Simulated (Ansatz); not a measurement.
Rows from a G0W0 calculation on BaH2 (Pnma) (Ansatz 0.2.0; G0W0 on LDA, plane waves, PAW; PAW set soft_1; 2×4×2 mesh, 1022 empty bands, screening to 160 eV, plasmon pole, PAW set soft_1 files), in eV. Spin-orbit coupling is left out.

| row | Σx | Σc | Vxc | Z |
| --- | --- | --- | --- | --- |
| A | -5.04 | -3.88 | -9.65 | 0.81 |
| B | -14.18 | 1.84 | -11.24 | 0.77 |
| C | -5.66 | -3.97 | -10.40 | 0.81 |
| D | -15.03 | 2.11 | -11.77 | 0.77 |
| E | -14.80 | 2.06 | -11.57 | 0.77 |
| F | -5.41 | -4.03 | -10.25 | 0.81 |

Q: Which rows are filled states and which are empty ones, and how can one tell?

Filled: B, D and E. Empty: A, C and F. The sign of Σc tells: for a filled state bare exchange, which holds its interaction with itself, lies below Vxc (Σx − Vxc is -2.9 eV or lower here) and screening gives part back as a positive Σc. For an empty state Σx lies above Vxc (+4.6 eV or more) and the Coulomb hole leaves Σc negative.

[Runs of the session that timed out or met a known fault of the program may be left out.]

[Cells called generated may have been cut or substituted from an entry of the Crystallography Open Database or the Materials Project.]

[Hosts, paths, dates, database ids (printed as entryN), source tags and the programs' standing remarks are cut or masked in the printed files.]
